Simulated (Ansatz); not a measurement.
**From PBE to G0W0: Bi2Te2Pb2S3 (P-3m1)**

Aim: the quasiparticle gap of Bi2Te2Pb2S3 (P-3m1), starting from PBE.

Method: PBE, then G0W0 on it, plane waves, PAW, in Ansatz 0.2.0.

Most raw output is cut from this account.

In doubt: the program warns that the response may not be converged on this k-mesh (in some of the runs), which bears on dielectric and field responses; masses and optical values from hybrid runs of this build are listed as unsure (in some of the runs), which bears on the screening that GW takes from such a start.

**1. Starting point**

It takes space group P-3m1 (No. 164, trigonal). Conventional cell: a = 4.258 Å, b = 4.258 Å, c = 16.943 Å, α = 90.00°, β = 90.00°, γ = 120.00°. Nearest to Bi lie 3 S at 3.02 Å and 3 Te at 3.04 Å. Te has 3 Bi at 3.04 Å nearest. Nearest to Pb lie 6 S at 2.99 to 3.00 Å. Nearest to S lie 3 Pb at 2.99 Å and 3 Bi at 3.02 Å. S has 6 Pb at 3.00 Å nearest. Farther neighbours and most contacts between anions are not listed.

Structure file:

```cif
data_structure
_symmetry_space_group_name_H-M 'P-3m1'
_symmetry_Int_Tables_number 164
_cell_length_a 4.2579
_cell_length_b 4.2579
_cell_length_c 16.9431
_cell_angle_alpha 90.000
_cell_angle_beta 90.000
_cell_angle_gamma 120.000
_cell_volume 266.02
loop_
_atom_site_label
_atom_site_type_symbol
_atom_site_symmetry_multiplicity
_atom_site_Wyckoff_symbol
_atom_site_fract_x
_atom_site_fract_y
_atom_site_fract_z
_atom_site_occupancy
Bi1 Bi 2 c 0.00000 0.00000 0.19477 1
Te1 Te 2 d 0.33333 0.66667 0.91060 1
Pb1 Pb 2 d 0.33333 0.66667 0.60123 1
S1 S 2 d 0.33333 0.66667 0.29817 1
S2 S 1 b 0.00000 0.00000 0.50000 1
```

The cell and positions come from the Crystallography Open Database and are kept as given unless a step says otherwise. Spin-orbit coupling is left out unless a step names it. The default PAW set here is soft_2. Its files were made with PBE.

**2. The PBE band structure**

Levels along a band path and on the mesh show where this functional puts the band edges.

This step: DFT, PBE, plane waves, PAW.

The input, input.yaml:

```yaml
crystal:
  lattice:
    - [4.25788, 0.0, 0.0]
    - [-2.12894, 3.6874322463, 0.0]
    - [0.0, 0.0, 16.9431]
  atoms:
    - { symbol: Bi, position: [0.0, 0.0, 0.19477] }
    - { symbol: Bi, position: [0.0, 0.0, 0.80523] }
    - { symbol: Te, position: [0.3333333333, 0.6666666667, 0.9106] }
    - { symbol: Te, position: [0.6666666667, 0.3333333333, 0.0894] }
    - { symbol: Pb, position: [0.3333333333, 0.6666666667, 0.60123] }
    - { symbol: Pb, position: [0.6666666667, 0.3333333333, 0.39877] }
    - { symbol: S, position: [0.3333333333, 0.6666666667, 0.29817] }
    - { symbol: S, position: [0.6666666667, 0.3333333333, 0.70183] }
    - { symbol: S, position: [0.0, 0.0, 0.5] }
kpoints:
  mp_grid: { grid: [6, 6, 2] }
  band_path:
    path:
      - [[0.0, 0.0, 0.0], [0.5, 0.0, 0.0], [0.33333333, 0.33333333, 0.0], [0.0, 0.0, 0.0], [0.0, 0.0, 0.5], [0.5, 0.0, 0.5], [0.33333333, 0.33333333, 0.5], [0.0, 0.0, 0.5]]
      - [[0.5, 0.0, 0.5], [0.5, 0.0, 0.0]]
      - [[0.33333333, 0.33333333, 0.5], [0.33333333, 0.33333333, 0.0]]
    npoints: 10
hamiltonian:
  xc: pbe
scf:
  occupations: { method: fermi_dirac, width: 0.02 }
  n_extra_bands: 7
output:
  eigenvalues: true
  write_density: true
  write_potential: true
  elf: true
  volumetric_format: npy
```

The run is started by

```console
ansatz run input.yaml --threads 3 --pin off --max-ram 64512MiB --backend cuda --events-out ev --progress --plain --runs-dir out --devices 1 --max-vram 24GiB  # rebuilt from the run's record
```

Elapsed: 14 s, on 1 × NVIDIA H100 80GB HBM3 (shared by 3 runs) with 3 threads of AMD EPYC 7R13 (Zen 3), shared host; peak memory 1.1 GiB.

Numbers from this step:

- filled bands: 54
- gap: 0.3806 eV
- valence top at: Γ
- conduction bottom at: Γ
- least direct gap: 0.3806 eV

Over mesh and path the gap is 0.381 eV, direct, at k = Γ.

Electronic bands along the path, in eV, zero at the top of the highest nominally filled band:

```
    point  band 51  band 52  band 53  band 54  band 55  band 56  band 57  band 58
        Γ    -0.86    -0.82    -0.82     0.00     0.38     1.29     1.48     1.48
  halfway    -1.38    -1.08    -0.74    -0.39     1.11     1.68     2.00     2.29
        M    -1.50    -1.44    -1.16    -0.62     1.13     1.68     1.86     2.27
  halfway    -1.40    -1.36    -1.01    -0.60     1.23     1.93     2.18     2.44
        K    -1.79    -0.81    -0.80    -0.80     1.68     1.68     2.02     3.24
  halfway    -1.24    -1.11    -0.64    -0.57     1.48     1.63     2.00     2.39
        Γ    -0.86    -0.82    -0.82     0.00     0.38     1.29     1.48     1.48
  halfway    -0.82    -0.82    -0.73    -0.16     0.56     1.18     1.52     1.52
        A    -0.83    -0.83    -0.58    -0.32     0.76     1.02     1.61     1.61
  halfway    -1.28    -1.09    -0.93    -0.58     1.35     1.63     2.16     2.29
        L    -1.68    -1.48    -1.23    -0.47     0.85     1.91     2.01     2.31
  halfway    -1.82    -1.28    -0.77    -0.73     1.58     1.73     2.13     2.39
        H    -1.27    -1.26    -1.15    -1.15     1.97     1.97     2.36     2.69
  halfway    -1.09    -1.00    -0.93    -0.71     1.81     1.84     1.91     1.96
        A    -0.83    -0.83    -0.58    -0.32     0.76     1.02     1.61     1.61
jump to L    -1.68    -1.48    -1.23    -0.47     0.85     1.91     2.01     2.31
  halfway    -1.65    -1.30    -1.19    -0.58     1.01     1.72     2.01     2.16
        M    -1.50    -1.44    -1.16    -0.62     1.13     1.68     1.86     2.27
jump to H    -1.27    -1.26    -1.15    -1.15     1.97     1.97     2.36     2.69
  halfway    -1.61    -0.95    -0.95    -0.95     1.81     1.81     2.15     2.97
        K    -1.79    -0.81    -0.80    -0.80     1.68     1.68     2.02     3.24
```

Electrostatic potential energy in the ac plane at fractional y = 0.333, with atoms of Te and Pb and S within 0.2 Å of it. With pseudopotentials it is smooth inside the atoms' cores, unlike the true potential.

Ten even steps from '_' (-28 eV) to '@' (13 eV), each cell a mean:
```
@@@@@@@@@@@@@@@@@@@@@@@@@@@@
@@%%%%%%%%@@@@@@@@@@@@@@@@@@
%%%%%%%%%%@@@@@@@@@@@@@@@@@@
%%%%%%%%%%@@@@@@@@@@@@@@@@@@
%%######%%%%@@@@@@@@@@@@@@@@
@@%%%%%%%%@@@@%%%%##%%%%@@@@
@@@@@@@@@@@@%%--....__::##@@
@@@@@@@@@@@@%%--__..__::##@@
@@%%%%%%%%@@@@%%%%####%%@@@@
%%%%##%%%%@@@@@@@@@@@@@@@@@@
@@%%%%%%@@@@@@@@@@@@@@@@@@@@
@@@@@@@@@@@@@@@@@@@@@@@@@@@@
@@@@@@@@@@@@@@%%######%%@@@@
@@@@@@@@@@%%**..______..++%%
@@@@@@@@@@##==____::..__::##
@@@@@@@@@@@@%%++--::::==##%%
@@@@@@@@@@@@@@@@@@%%@@@@@@@@
@@@@@@@@@@@@@@@@@@@@@@@@@@@@
%%%%%%%%%%@@@@@@@@@@@@@@@@@@
%%%%####%%%%@@@@@@@@@@@@@@@@
@@@@%%@@@@%%%%**++**++++##%%
@@@@@@@@@@%%++**@@@@@@##==##
@@@@@@@@@@%%**++######++**%%
@@@@@@@@@@@@@@%%%%####%%@@@@
```
Columns run along a (4.3 Å; values clipped at the 3rd and 97th percentile), rows up along c (16.9 Å). Atoms in or near the plane, at fractional coordinates: Te at (0.67, 0.09), Pb at (0.67, 0.40), S at (0.67, 0.70).

Valence density in the ac plane at fractional y = 0.333, with atoms of Te and Pb and S within 0.2 Å of it. It is the smooth field of the valence electrons, not physical close to the nuclei.

Values in e/Å³, 24 rows by 14 columns, each cell a mean:
```
 0  0  0  0  0  0  0  0  0  0  0  0  0  0
 0  0  0  0  0  0  0  0  0  0  0  0  0  0
 0  0  0  0  0  0  0  0  0  0  0  0  0  0
 0  0  0  0  0  0  0  0  0  0  0  0  0  0
 0  0  0  0  0  0  0  0  0  0  0  0  0  0
 0  0  0  0  0  0  0  0  0  0  0  0  0  0
 0  0  0  0  0  0  0  1  1  1  1  1  1  0
 0  0  0  0  0  0  0  1  1  1  1  1  1  0
 0  0  0  0  0  0  0  0  0  0  0  0  0  0
 0  0  0  0  0  0  0  0  0  0  0  0  0  0
 0  0  0  0  0  0  0  0  0  0  0  0  0  0
 0  0  0  0  0  0  0  0  0  0  0  0  0  0
 0  0  0  0  0  0  0  0  0  0  0  0  0  0
 0  0  0  0  0  0  0  1  3  4  3  2  1  0
 0  0  0  0  0  0  1  3  5  8  6  3  1  0
 0  0  0  0  0  0  0  1  1  2  1  1  0  0
 0  0  0  0  0  0  0  0  0  0  0  0  0  0
 0  0  0  0  0  0  0  0  0  0  0  0  0  0
 0  0  0  0  0  0  0  0  0  0  0  0  0  0
 0  0  0  0  0  0  0  0  0  0  0  0  0  0
 0  0  0  0  0  0  0  1  1  2  1  1  0  0
 0  0  0  0  0  0  1  3  8 13 10  4  1  0
 0  0  0  0  0  0  0  1  4  6  4  2  1  0
 0  0  0  0  0  0  0  0  0  0  0  0  0  0
```
Columns run along a (4.3 Å), rows up along c (16.9 Å). Atoms in or near the plane, at fractional coordinates: Te at (0.67, 0.09), Pb at (0.67, 0.40), S at (0.67, 0.70).

**3. The quasiparticle correction**

G0W0 replaces the xc potential by a self-energy built once from the orbitals of the start. Levels are corrected in the window of bands that the input names, at points of the mesh.

This step: G0W0 on PBE, plane waves, PAW.

input.yaml, the sections that differ from step 2:

```yaml
kpoints:
  mp_grid: { grid: [6, 6, 2] }
scf:
  occupations: { method: fixed }
gw:
  n_empty_bands: 794
  ecut_chi: 120.0
  qp_bands: [v3, c3]
  qp_kpoints: band_edges
  screening: { model: contour_deformation }
# crystal, hamiltonian: as in step 2
# output: removed
```

Run time: 2.4 min. Hardware: 1 × NVIDIA H100 80GB HBM3 (shared by 3 runs) with 3 threads; peak memory 4 GiB; 4 min of CPU time.

Numbers from this step:

```yaml
bands_summed: 848
rpa_eps_infinity_on_this_mesh_eigenvalues: 18.26, 18.26, 21.89
plane_waves_in_the_screening_matrix: 811
q_points_in_the_mesh: 72
g0w0_gap_over_the_corrected_points: 0.6278 eV
k_of_the_valence_top: 0, 0, 0
k_of_the_conduction_bottom: 0, 0, 0
starting_gap_on_the_mesh: 0.3806 eV
z_at_the_valence_top: 0.7507
z_at_the_conduction_bottom: 0.7755
least_direct_g0w0_gap_over_the_corrected_points: 0.6278 eV
```

Over 11 of 14 irreducible mesh points the G0W0 gap is 0.628 eV, direct, at k = Γ. The PBE gap of this run on the mesh is 0.381 eV. The two states that bound the G0W0 gap lie that far apart at the start, so the correction of the gap is 0.628 − 0.381 = +0.247 eV. The program marks 17 of the 66 corrected levels as in doubt (Σc rises), among them the valence top.

Labels follow the order of the start: v1 is the top filled band, c1 the lowest empty one; levels that stay degenerate share a row, the window can cut a multiplet, doubted levels are not marked in this list, bands outside the window were not corrected, and the list may be a part of the corrected levels. The levels before and after the correction (eV, zero at the valence-band top of each column):

```
           conduction bottom  valence top
Kohn-Sham               0.38         0.00
     G0W0               0.63         0.00
```

```
             level  occupation  energy (eV)
Kohn-Sham  Γ v3-v2           2       -0.818
Kohn-Sham     Γ v1           2        0.000
Kohn-Sham     Γ c1           0        0.381
Kohn-Sham     Γ c2           0        1.289
Kohn-Sham     Γ c3           0        1.477
     G0W0  Γ v3-v2           2       -0.951
     G0W0     Γ v1           2        0.000
     G0W0     Γ c1           0        0.628
     G0W0     Γ c2           0        1.568
     G0W0     Γ c3           0        1.790
```

The parts of the quasiparticle energy for the two states that bound the G0W0 gap, in eV on the run's own scale (QP = start + Σx + Σc − Vxc, with Σc at the quasiparticle energy):

```
             edge  k  band  start       Σx      Σc      Vxc      Z     QP
      valence top  Γ    54  8.308  −15.830   0.433  −15.075  0.751  7.986
conduction bottom  Γ    55  8.689   −8.877  −3.116  −11.917  0.775  8.614
```

**4. Spin-orbit coupling in PBE**

This run has two-component orbitals with spin-orbit coupling.

This step: DFT, PBE with spin-orbit coupling, plane waves, PAW.

input.yaml, the sections that differ from step 3:

```yaml
kpoints:
  mp_grid: { grid: [6, 6, 2] }
  band_path:
    path:
      - [0.0, 0.0, 0.0]
      - [0.5, 0.0, 0.0]
      - [0.33333333, 0.33333333, 0.0]
      - [0.0, 0.0, 0.5]
      - [0.5, 0.0, 0.5]
      - [0.33333333, 0.33333333, 0.5]
    npoints: 1
scf:
  occupations: { method: fermi_dirac, width: 0.02 }
  n_extra_bands: 14
magnetization:
  noncollinear: true
  spin_orbit: true
output:
  eigenvalues: true
# crystal, hamiltonian: as in step 3
# gw: removed
```

Run time: 4.1 s. Hardware: 1 × NVIDIA H100 80GB HBM3 (shared by 3 runs) with 3 threads; peak memory 1.3 GiB.

This step gave:

```
gap                  : 0.2569 eV
valence top at       : Γ
conduction bottom at : Γ
least direct gap     : 0.2569 eV
```

Over mesh and listed points the gap is 0.257 eV, direct, at k = Γ. PBE+SOC against PBE: 0.257 − 0.381 = −0.124 eV, with the same mesh, set of files (read in its fully relativistic form for the spin-orbit run) and cutoff, and both edges at the same k points. The spin-orbit run sees mesh and listed points alone, so its gap is an upper bound: the coupling can move an edge off these points, and the change over the zone, its sign included where it is small, is not known.

**5. The runs together**

Each gap is the least one over the points named; times are wall times on shared hosts, not benchmarks. A G0W0 time includes the run's own self-consistent start. Runs with listed points see these and the mesh alone, so an edge that moves elsewhere is missed. Rows marked * are further runs, not shown as steps, whose inputs differ from the G0W0 step on the same start in the columns given; solver thresholds can differ too. Rows marked ? have an edge level that the program doubts.

```
    level   mesh       files, cutoff   bands summed, screening                            points  gap (eV)  valence top  conduction bottom  least direct gap (eV)     time
      PBE  6×6×2  soft_2 PAW, 420 eV                         -                     mesh and path     0.381            Γ                  Γ                  0.381     14 s
  PBE+SOC  6×6×2  soft_2 PAW, 420 eV                         -            mesh and listed points     0.257            Γ                  Γ                  0.257    4.1 s
G0W0@PBE*  6×6×2  soft_2 PAW, 420 eV                184, 36 eV  11 of 14 irreducible mesh points     0.430            Γ                  Γ                  0.430     13 s
G0W0@PBE*  6×6×2  soft_2 PAW, 420 eV                423, 72 eV  11 of 14 irreducible mesh points     0.561            Γ                  Γ                  0.561     22 s
G0W0@PBE?  6×6×2  soft_2 PAW, 420 eV               848, 120 eV  11 of 14 irreducible mesh points     0.628            Γ                  Γ                  0.628  2.4 min
G0W0@PBE*  6×6×1  soft_2 PAW, 420 eV                423, 72 eV    6 of 7 irreducible mesh points     0.545            Γ                  Γ                  0.545    9.5 s
G0W0@PBE*  6×6×2  soft_2 PAW, 420 eV  423, 72 eV, plasmon pole  11 of 14 irreducible mesh points     0.538            Γ                  Γ                  0.538     67 s
```

**6. Results**

```json
{"PBE gap over mesh and path": "0.381 eV, direct, at k = Γ", "G0W0@PBE gap over 11 of 14 irreducible mesh points": "0.628 eV, direct, at k = Γ", "PBE+SOC gap over mesh and listed points": "0.257 eV", "GW settings": "6×6×2 mesh, 794 empty bands, screening to 120 eV", "known limits": "finite bands, screening cutoff and k mesh; no spin-orbit coupling in G0W0; band order with spin-orbit coupling not checked; large ε∞ on the G0W0 mesh; screening cutoff under 40 eV in some runs"}
```

**Reading.** Over 11 of 14 irreducible mesh points the G0W0 gap is 0.628 eV, direct, at k = Γ. The PBE gap of this run on the mesh is 0.381 eV. The two states that bound the G0W0 gap lie that far apart at the start, so the correction of the gap is 0.628 − 0.381 = +0.247 eV. The valence state moves by 7.986 − 8.308 = −0.322 eV and the conduction state by 8.614 − 8.689 = −0.075 eV, on the run's own scale; with 184 bands the edge states move by +0.382 and +0.432 eV, so the split between the edges depends on the bands and cutoff. Both edges that PBE shows over mesh and path lie at k points where levels were corrected. Levels at other points were not corrected, so a lower G0W0 gap elsewhere in the zone is not ruled out. From 184 bands and 36 eV to 848 bands and 120 eV the gap moves by 0.628 − 0.430 = +0.198 eV (rung by rung 0.430, 0.561, 0.628 eV); bands and screening cutoff rise together, so their parts are not told apart. An edge row is in doubt in the run with 848 bands, so no limit is drawn and it is not known. With the 6×6×1 mesh in place of the 6×6×2 mesh and all else as in the G0W0@PBE row with 423 bands, the gap differs by 0.545 − 0.561 = −0.016 eV, and that of the start by 0.380 − 0.381 = −0.001 eV. With the plasmon pole model in place of the contour deformation model and all else as in the G0W0@PBE row with 423 bands, the gap differs by 0.538 − 0.561 = −0.023 eV. G0W0 on other starts in this series, not shown as steps and not all at these settings: 0.743 eV on HSE06 (6×6×2, soft_2 PAW, 423 bands, 72 eV) and 0.875 eV on PBE0 (6×6×2, soft_2 PAW, 423 bands, 72 eV). PBE+SOC against PBE: 0.257 − 0.381 = −0.124 eV, with the same mesh, set of files (read in its fully relativistic form for the spin-orbit run) and cutoff, and both edges at the same k points. The spin-orbit run sees mesh and listed points alone, so its gap is an upper bound: the coupling can move an edge off these points, and the change over the zone, its sign included where it is small, is not known. What spin-orbit coupling does to the G0W0 levels was not computed, so no sum with the G0W0 gap is formed. For the G0W0 step: the program marks 17 of the 66 corrected levels as in doubt (Σc rises), among them the valence top. The G0W0 runs are scalar-relativistic. With heavy atoms and a narrow start gap, spin-orbit coupling can change the order of the bands at the edges; the order was not checked, and the scalar-relativistic G0W0 gap may be a model value. The largest eigenvalue of the RPA ε∞ is large: 28 in G0W0@PBE (6×6×1, 423 bands). A perturbation-theory run of this series on PBE, not shown as a step (6×6×2 (response on 576 points) mesh, soft_2 PAW), gives 16.1 and 20.1 (stated error 0.3), so a mesh with so large a value overstates the long-range screening, which bears on the G0W0 gap by an amount not known here. G0W0@PBE runs of this series with other atomic data on the same mesh, not shown as steps, give 0.550 eV (hard PAW, 640 eV, 439 bands, screening to 72 eV; the table's row with the same empty bands and screening cutoff has 0.561 eV); where bands and cutoffs differ too, the part of the files is not isolated. A screening cutoff under 40 eV is crude: G0W0@PBE with 184 bands at 36 eV.

[Paths, hosts, dates, memory and timing lines, banners, echoed tables and standing remarks are left out of the program output.]

[Logs are printed without paths, hosts, clocks, repeated set-up lines and the standing remarks that a program may print on its own settings, such as how far it seeks lower states.]

[Runs of the session that timed out or met a known fault of the program may be left out.]

[Cells called generated may have been cut or substituted from an entry of the Crystallography Open Database or the Materials Project.]

[Hosts, paths, dates, database ids (printed as entryN), source tags and the programs' standing remarks are cut or masked in the printed files.]

[Where an RPA ε∞ is given, it is that of the G0W0 mesh and is not shown converged in it. Names of k-points follow the symmetry that the program found, which can be lower than the space group named. Band edges on a path are those of the sampled points; other points can move an edge, and change direct to indirect where valleys lie close.]

[Hybrid gaps are those of their k-mesh and are not shown converged in it.]
